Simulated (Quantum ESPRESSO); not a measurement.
# Core-hole calculation of the O K edge in TaAgO3 (R3c), part 4 of 4

Aim: the near-edge shape at the O K edge of TaAgO3 (R3c), and what the core hole does to it.

Quantum ESPRESSO 7.5; X-ray absorption near-edge structure, plane-wave PAW LDA, one-electron final states by a Lanczos continued fraction.

So far. Step 8 (Spectrum with FCH, O atom 5): Main maxima below 24 eV (height): 1.7 eV (1.70), 8.0 eV (2.03), 11.6 eV (1.51), 13.0 eV (1.12), 16.9 eV (0.61) and 20.8 eV (0.96).  Step 8 (Spectrum with FCH, O atom 5): The hole costs E(hole) − E(ground) = 522.18 eV, and the lowest empty level of the hole cell lies at 11.70 eV, which puts the zero at 533.88 eV. One term is added: -8.83 eV, since the hole is spin-paired here and a spin-polarised one costs that much less in the free atom (computed apart).

## (12) Cell with HCH, O atom 5

Level of this step: plane-wave PAW DFT, LDA, scalar-relativistic, self-consistent field (Quantum ESPRESSO).

The holes are 5.5 Å apart. Half a hole is Slater's transition state, a compromise that weakens the attraction.

Changed against the first core-hole run: core hole from full to half.

Contents of scf.in:

```
&control
   calculation='scf', prefix='x', pseudo_dir='../pp', outdir='tmp', tprnfor=.true.
/
&system
   ibrav=0, nat=10, ntyp=4, nbnd=46
   ecutwfc=50, ecutrho=360
   occupations='fixed'
   tot_charge=0.5
/
&electrons
   conv_thr=1.0e-07, electron_maxstep=120
   mixing_beta=0.5
/
ATOMIC_SPECIES
Ta 1.0 Ta.lda-spn-kjpaw.UPF
Ag 1.0 Ag.lda-n-kjpaw.UPF
O0 1.0 O.lda-n-kjpaw-1shch.UPF
O 1.0 O.lda-n-kjpaw.UPF
CELL_PARAMETERS angstrom
  5.52810000 0.00000000 0.00000000
  -2.76405000 -4.78747503 0.00000000
  0.00000000 3.19165002 -4.57196667
ATOMIC_POSITIONS crystal
Ta   0.50000000 0.00000000 0.50000000
Ta   0.00000000 0.00000000 0.00000000
Ag   0.74920000 0.49840000 0.24760000
Ag   0.24920000 0.49840000 0.74760000
O0   0.31080000 0.05210000 0.25300000
O    0.20090000 0.51170000 0.25300000
O    0.74130000 0.94220000 0.25300000
O    0.70090000 0.94220000 0.75300000
O    0.24130000 0.05210000 0.75300000
O    0.81080000 0.51170000 0.75300000
K_POINTS automatic
5 5 5 0 0 0
```

On the command line:

```bash
OMP_NUM_THREADS=1 mpirun --oversubscribe --bind-to none -np 4 pw.x -nk 4 -in scf.in > scf.out
```

The log of the run:

```text
     [... banner and references ...]
[banner, memory and clock lines left out]
G-vector sticks info

     bravais-lattice index     =            0
     lattice parameter (alat)  =      10.4466  a.u.
     unit-cell volume          =     816.5487 (a.u.)^3
     number of atoms/cell      =           10
     number of atomic types    =            4
     number of electrons       =        84.00
     number of Kohn-Sham states=           46
     kinetic-energy cutoff     =      50.0000  Ry
     charge density cutoff     =     360.0000  Ry
     scf convergence threshold =      1.0E-07
     mixing beta               =       0.5000
     number of iterations used =            8  plain     mixing
     Exchange-correlation= SLA  PZ   NOGX NOGC
                           (   1   1   0   0   0   0   0)

     celldm(1)=  10.446595  celldm(2)=   0.000000  celldm(3)=   0.000000
     celldm(4)=   0.000000  celldm(5)=   0.000000  celldm(6)=   0.000000

     crystal axes: (cart. coord. in units of alat)
               a(1) = (   1.000000   0.000000   0.000000 )
               a(2) = (  -0.500000  -0.866025   0.000000 )
               a(3) = (   0.000000   0.577350  -0.827041 )

     reciprocal axes: (cart. coord. in units 2 pi/alat)
               b(1) = (  1.000000 -0.577350 -0.403043 )
               b(2) = (  0.000000 -1.154701 -0.806086 )
               b(3) = (  0.000000 -0.000000 -1.209130 )

     PseudoPot. #1 for Ta:     Pseudo is Projector augmented-wave + core cor, Zval = 13.0

     PseudoPot. #2 for Ag:     Pseudo is Projector augmented-wave + core cor, Zval = 11.0

     ../pp/O.lda-n-kjpaw-1shch.UPF
     Pseudo is Projector augmented-wave + core cor, Zval =  6.5
[...]
total energy              =   -2358.63178151 Ry
     estimated scf accuracy    <       0.00000071 Ry

     iteration # 16     ecut=    50.00 Ry     beta= 0.50
     Davidson diagonalization with overlap
     ethr =  3.28E-10,  avg # of iterations =  5.1

     End of self-consistent calculation

          k = 0.0000-0.0000-0.0000 (  4927 PWs)   bands (ev):

   -58.2808 -58.2200 -24.9078 -24.8010 -24.7955 -24.7819 -24.6964 -24.6922
    -9.1778  -7.7975  -7.2521  -6.6792  -6.2574  -6.2541   2.9574   3.9018
     3.9327   3.9921   4.0683   4.5054   6.1103   6.1543   6.2924   7.2094
     7.4392   7.7165   7.7921   7.8830   7.9085   8.0167   8.2950   8.3524
     8.4298   8.4551   8.6326   8.7262   8.7621   9.0241   9.0696   9.3133
     9.5427   9.7291  11.8760  11.9571  11.9965  12.0487

     [... bands of 62 further k-points ...]

     highest occupied, lowest unoccupied level (ev):     9.9261   11.7675

!    total energy              =   -2358.63178162 Ry
     total all-electron energy =    -84507.763404 Ry
     estimated scf accuracy    <       0.00000002 Ry

     The total energy is the sum of the following terms:
     one-electron contribution =     -97.70944906 Ry
     hartree contribution      =     118.35922080 Ry
     xc contribution           =    -169.54844989 Ry
     ewald contribution        =    -480.72081288 Ry
     one-center paw contrib.   =   -1729.01229059 Ry

     convergence has been achieved in  16 iterations

     Forces acting on atoms (cartesian axes, Ry/au):

     atom    1 type  1   force =     0.04829903    0.04362227   -0.04922042
     atom    2 type  1   force =    -0.05152506   -0.01685825    0.03343366
     atom    3 type  2   force =     0.00508688   -0.00897533    0.00094366
[...]
atom    9 type  4   force =     0.02304505   -0.01904427    0.00107876
     atom   10 type  4   force =     0.00439414    0.02471869    0.00452849

     Total force =     0.122020     Total SCF correction =     0.000122

     XML data file, charge density, pseudopotentials, collected wavefunctions
```

Wall time 94 s (4 MPI ranks of AMD EPYC 9R14 (Zen 4), shared host); peak memory 0.25 GiB.

Energy with the hole: -1149786.695 eV, cores included.

## (13) Spectrum with HCH, O atom 5

Changed against the first core-hole run: core hole from full to half.

Contents of xspectra.in:

```
&input_xspectra
   calculation='xanes_dipole', edge='K'
   prefix='x', outdir='tmp', xiabs=3, xe0=10.8468
   xonly_plot=.false., x_save_file='xanes.sav'
   xniter=3000, xcheck_conv=20, xerror=0.005
   xcoordcrys=.false., xepsilon(1)=1, xepsilon(2)=0, xepsilon(3)=0
/
&plot
   xnepoint=413, xemin=-10, xemax=45, terminator=.true., cut_occ_states=.true.
   xgamma=0.4
/
&pseudos
   filecore='../O.wfc'
/
&cut_occ
   cut_desmooth=0.1, cut_stepl=0.05, cut_stepu=0.05, cut_ierror=1e-5
/
6 6 6 0 0 0
```

On the command line:

```bash
OMP_NUM_THREADS=1 mpirun --oversubscribe --bind-to none -np 4 xspectra.x -nk 4 -in xspectra.in > xspectra.out
```

The log of the run:

```text
     [... banner and references ...]
Reading input_file

     calculation: xanes_dipole

     xepsilon  [cartesian coordinates]:   1.000000   0.000000   0.000000

     xonly_plot: FALSE
        => complete calculation: Lanczos + spectrum plot

     filecore (core-wavefunction file): ../O.wfc

     main plot parameters:
        cut_occ_states: TRUE
        gamma_mode:  constant
        -> using xgamma [eV]:  0.40
        xemin [eV]: -10.00
        xemax [eV]:  45.00
        xnepoint:  413
        xe0 [eV]:  10.846800 (energy zero read in input file)

[...]
Results of STEP 1 successfully written in x_save_file
     x_save_file name:
     ->  xanes.sav
     x_save_file version:  2

     ... End STEP 1 ...

     ... Begin STEP 2 ...

     The spectrum is calculated using the following parameters:
        xe0 [eV]:   10.8468
        the occupied states are elimintate from the spectrum
        xemin [eV]: -10.00
        xemax [eV]:  45.00
        xnepoint:  413
        constant broadening parameter [eV]:    0.400
        Core level energy [eV]:  -543.1
         (from electron binding energy of neutral atoms in X-ray data booklet)

     Cross-section successfully written in xanes.dat

     ... End STEP 2 ...

                                END JOB XSpectra
```

It took 3.5 min on 4 MPI ranks; peak memory 0.16 GiB.

| E (eV) | first run | this run |
| --- | --- | --- |
| -2.0 | 0.06 | 0.06 |
| -1.0 | 0.10 | 0.09 |
| 0.0 | 0.24 | 0.22 |
| 1.0 | 0.92 | 0.77 |
| 2.0 | 1.43 | 1.76 |
| 3.0 | 1.16 | 1.46 |
| 4.0 | 0.58 | 0.66 |
| 5.0 | 0.85 | 0.65 |
| 6.0 | 1.36 | 1.14 |
| 7.0 | 1.71 | 1.57 |
| 8.0 | 2.03 | 1.72 |
| 9.0 | 1.67 | 1.69 |
| 10.0 | 0.60 | 0.81 |
| 11.0 | 0.84 | 0.70 |
| 12.0 | 1.20 | 1.59 |
| 13.0 | 1.11 | 1.21 |
| 14.0 | 0.86 | 0.94 |
| 15.0 | 0.51 | 0.53 |
| 16.0 | 0.60 | 0.59 |
| 17.0 | 0.61 | 0.59 |
| 18.0 | 0.57 | 0.54 |
| 19.0 | 0.72 | 0.66 |
| 20.0 | 0.81 | 0.73 |
| 21.0 | 0.94 | 0.91 |
| 22.0 | 0.74 | 0.73 |
| 23.0 | 0.59 | 0.58 |
| 24.0 | 0.55 | 0.53 |
| 25.0 | 0.48 | 0.45 |
| 26.0 | 0.60 | 0.55 |
| 27.0 | 0.64 | 0.60 |
| 28.0 | 0.55 | 0.50 |
| 29.0 | 0.61 | 0.54 |
| 30.0 | 0.71 | 0.61 |
| 31.0 | 0.77 | 0.60 |
| 32.0 | 1.08 | 0.85 |

The scaled spectrum changes by 17 % r.m.s. The highest intensity below 16 eV goes from 8.0 eV (2.03) to 8.4 eV (1.92).

## (14) What the core hole does

Both curves are counted from their own zero, so only the shift of weight within the empty states shows.

| E (eV) | no hole | FCH |
| --- | --- | --- |
| -2.0 | 0.05 | 0.06 |
| -1.0 | 0.09 | 0.10 |
| 0.0 | 0.20 | 0.24 |
| 1.0 | 0.65 | 0.92 |
| 2.0 | 1.44 | 1.43 |
| 3.0 | 1.79 | 1.16 |
| 4.0 | 0.91 | 0.58 |
| 5.0 | 0.53 | 0.85 |
| 6.0 | 0.92 | 1.36 |
| 7.0 | 1.27 | 1.71 |
| 8.0 | 1.51 | 2.03 |
| 9.0 | 1.56 | 1.67 |
| 10.0 | 1.01 | 0.60 |
| 11.0 | 0.63 | 0.84 |
| 12.0 | 1.66 | 1.20 |
| 13.0 | 1.42 | 1.11 |
| 14.0 | 1.09 | 0.86 |
| 15.0 | 0.60 | 0.51 |
| 16.0 | 0.61 | 0.60 |
| 17.0 | 0.57 | 0.61 |
| 18.0 | 0.54 | 0.57 |
| 19.0 | 0.62 | 0.72 |
| 20.0 | 0.65 | 0.81 |
| 21.0 | 0.90 | 0.94 |
| 22.0 | 0.69 | 0.74 |
| 23.0 | 0.59 | 0.59 |
| 24.0 | 0.53 | 0.55 |
| 25.0 | 0.44 | 0.48 |
| 26.0 | 0.52 | 0.60 |
| 27.0 | 0.57 | 0.64 |
| 28.0 | 0.46 | 0.55 |
| 29.0 | 0.50 | 0.61 |
| 30.0 | 0.54 | 0.71 |
| 31.0 | 0.51 | 0.77 |
| 32.0 | 0.67 | 1.08 |

With each curve scaled to its own mean, the area from −2 to 6 eV with the hole is 6.1 against 6.3, and the centre of weight from −1 to 20 eV moves by -0.1 eV (first and strongest maxima below 20 eV: 2.5 eV (1.86), 3.3 eV (1.91) and 8.5 eV (1.83) without the hole, 1.7 eV (1.70), 8.0 eV (2.03) and 11.6 eV (1.51) with it); the shape changes all the same, by 30 % r.m.s.

## (15) Runs not followed above

These runs aren't followed: redraws of a spectrum that repeat one shown, runs with a planted fault or a state judged unsound, or a program's part that gave no sound spectrum.

| program | step | status | elapsed |
| --- | --- | --- | --- |
| Quantum ESPRESSO | spectrum with FCH, other settings | converged | 57 s |

## (16) What came out

| Item | Value |
| --- | --- |
| absorber and edge | O K, atom 5 of the ground-state input (counted from 1) |
| surroundings | 1 Ta at 1.94 Å and 1 Ta at 2.03 Å (bent, 162°, site symmetry 1) |
| highest intensity below 16 eV | 8.0 eV above the zero, height 2.03 |
| photon energy of the zero, with the added terms | 525.1 eV (raw 533.9 eV; LDA puts this hole about 4 eV below PBE, itself good to a few eV) |

**Reading.** The O K edge of atom 5, with 1 Ta at 1.94 Å and 1 Ta at 2.03 Å (bent, 162°, site symmetry 1), has its highest intensity of the first 16 eV at 8.0 eV above the zero, near 533 eV in photon energy (LDA puts this hole about 4 eV below PBE, itself good to a few eV), 2.0 times the mean level of the first 20 eV (Lorentzian half width 0.4 eV). With each curve scaled to its own mean, the area from −2 to 6 eV with the hole is 6.1 against 6.3, and the centre of weight from −1 to 20 eV moves by -0.1 eV (first and strongest maxima below 20 eV: 2.5 eV (1.86), 3.3 eV (1.91) and 8.5 eV (1.83) without the hole, 1.7 eV (1.70), 8.0 eV (2.03) and 11.6 eV (1.51) with it); the shape changes all the same, by 30 % r.m.s. Changing the core hole from full to half alters the shape by 17 % r.m.s., a modest effect on the whole. The holes are only 5.5 Å apart, so the shape is probably not converged with cell size; no larger cell was run here. The structure is a published determination, not relaxed.

[Banner, clock and machine lines of the logs are left out without a mark of their own.]

[Logs are printed without paths, hosts, clocks, repeated set-up lines and the standing remarks that a program may print on its own settings, such as how far it seeks lower states.]

[Hosts, paths, dates, database ids (printed as entryN), source tags and the programs' standing remarks are cut or masked in the printed files.]

[Lists of maxima count a maximum above −3 eV only where it reaches 4 % of the highest in the window and stands out from its surroundings by 2 % of it (1.5 % where it reaches 55 %); shoulders and weaker maxima are passed over, and of the rest the first, up to two pre-edge ones and the few strongest are named.]
